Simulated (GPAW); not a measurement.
Records of electronic-structure calculations.

```
! title: WSe2 (P6_3/mmc): G0W0 with GPAW, start to end
! method: DFT, PBE, plane waves, PAW (and 1 further level or step)
! program: GPAW 26.7.0
! settings of one run: cutoff 450 eV, GPAW PAW setups 1.2.1 data release, 6×6×1 k-mesh, nbands 286
! cost: 4 runs, 2.1 min in all on 4 MPI ranks of AMD EPYC 9R45, shared host (the runs of this entry)
! notes: The database entry behind the starting cell differs from later determinations by our own check (a about 0.2 % long). The cell and positions come from the Crystallography Open Database and are kept as given unless a step says otherwise. Limits: no spin-orbit coupling. Bands and cutoff are finite, so the gap is not at the basis limit. The miss can reach some tenths of an eV and take either sign; the mesh is an error of its own. The 6×6×1 mesh is coarse for this cell, which bears on the long-range parts of exchange and screening.
! PBE gap: 0.97 eV, indirect
! G0W0 gap on the mesh: 1.25 eV
! GW settings: 6×6×1 mesh, 276 bands, screening to 100 eV, Godby-Needs plasmon pole
! known limits: not at the basis limit; no spin-orbit coupling; coarse k mesh
CELL_PARAMETERS angstrom
3.29000 0.00000 0.00000
-1.64500 2.84922 0.00000
0.00000 0.00000 12.97000
ATOMIC_POSITIONS crystal
W 0.33333 0.66667 0.25000
W 0.66667 0.33333 0.75000
Se 0.33333 0.66667 0.62100
Se 0.66667 0.33333 0.12100
Se 0.33333 0.66667 0.87900
Se 0.66667 0.33333 0.37900
```

[Paths, hosts, dates, memory and timing lines, banners, echoed tables and standing remarks are left out of the program output.]

[Logs are printed without paths, hosts, clocks, repeated set-up lines and the standing remarks that a program may print on its own settings, such as how far it seeks lower states.]

[Runs of the session that timed out or met a known fault of the program may be left out.]

[Hosts, paths, dates, database ids (printed as entryN), source tags and the programs' standing remarks are cut or masked in the printed files.]
